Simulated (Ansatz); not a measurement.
An input for Ansatz 0.2.0 (PtSe2/PtSe2 (commensurate twisted bilayer)):

```yaml
crystal:
  lattice:
    - [9.8951099034, 0.0, 0.0]
    - [-4.9475549517, 8.5694165496, 0.0]
    - [0.0, 0.0, 39.7]
  atoms:
    - { symbol: Pt, position: [0.380656822, 0.4755950478, 0.429612813] }
    - { symbol: Pt, position: [0.5244049522, 0.9050617742, 0.429612813] }
    - { symbol: Pt, position: [0.6666666667, 0.3333333333, 0.4288249824] }
    - { symbol: Pt, position: [0.8083103978, 0.7627422374, 0.4288508694] }
    - { symbol: Pt, position: [0.9544318397, 0.1916896022, 0.4288508694] }
    - { symbol: Pt, position: [0.0949382258, 0.619343178, 0.429612813] }
    - { symbol: Pt, position: [0.2372577626, 0.0455681603, 0.4288508694] }
    - { symbol: Se, position: [0.5711762349, 0.7141598695, 0.4624183261] }
    - { symbol: Se, position: [0.7189287298, 0.1456607157, 0.4613523405] }
    - { symbol: Se, position: [0.8543392843, 0.5732680141, 0.4613523405] }
    - { symbol: Se, position: [0.0, 0.0, 0.4619622182] }
    - { symbol: Se, position: [0.1429836347, 0.4288237651, 0.4624183261] }
    - { symbol: Se, position: [0.2858401305, 0.8570163653, 0.4624183261] }
[... 23 atom lines left out ...]
    - { symbol: Se, position: [0.9066013475, 0.521005951, 0.5386476595] }
    - { symbol: Se, position: [0.1903496987, 0.9525067971, 0.5375816739] }
    - { symbol: Se, position: [0.478994049, 0.3855953965, 0.5386476595] }
    - { symbol: Se, position: [0.7621570985, 0.8096503013, 0.5375816739] }
    - { symbol: Se, position: [0.0474932029, 0.2378429015, 0.5375816739] }
    - { symbol: Se, position: [0.3333333333, 0.6666666667, 0.5380377818] }
  periodic: [true, true, false]
kpoints:
  mp_grid: { grid: [3, 3, 1] }
  band_path:
    path:
      - [0.0, 0.0, 0.0]
      - [0.5, 0.0, 0.0]
      - [0.3333333333, 0.3333333333, 0.0]
      - [0.35, 0.0, 0.0]
      - [0.3833333333, 0.2333333333, 0.0]
      - [0.2333333333, 0.2333333333, 0.0]
    npoints: 1
hamiltonian:
  xc: pbe
  pseudopotentials: { kind: paw_fr, azcp: { folder: soft_1 } }
scf:
  occupations: { method: fermi_dirac, width: 0.02 }
  n_extra_bands: 36
magnetization:
  noncollinear: true
  spin_orbit: true
output:
  eigenvalues: true
  forces: true
  stress: true
```

```sh
ansatz run input.yaml --threads 32 --pin off --max-ram 82944MiB --backend cuda --events-out ev --progress --plain --runs-dir out --devices 1 --max-vram 78GiB
```

Question: How long will it take on 1 × NVIDIA GB200 (shared by 2 runs) with 32 threads of Arm Neoverse V2, shared host, and how much memory?

It took 23 s; on shared hardware allow 12 s to 46 s. Peak host memory was 12 GiB. The sizes that set the cost: 65941 plane waves a state, 3 irreducible k points and 13 SCF cycles.

[Paths, hosts, dates, memory and timing lines, banners, echoed tables and standing remarks are left out of the program output.]

[Logs are printed without paths, hosts, clocks, repeated set-up lines and the standing remarks that a program may print on its own settings, such as how far it seeks lower states.]

[Runs of the session that timed out or met a known fault of the program may be left out.]

[Cells called generated may have been cut or substituted from an entry of the Crystallography Open Database or the Materials Project.]

[Hosts, paths, dates, database ids (printed as entryN), source tags and the programs' standing remarks are cut or masked in the printed files.]
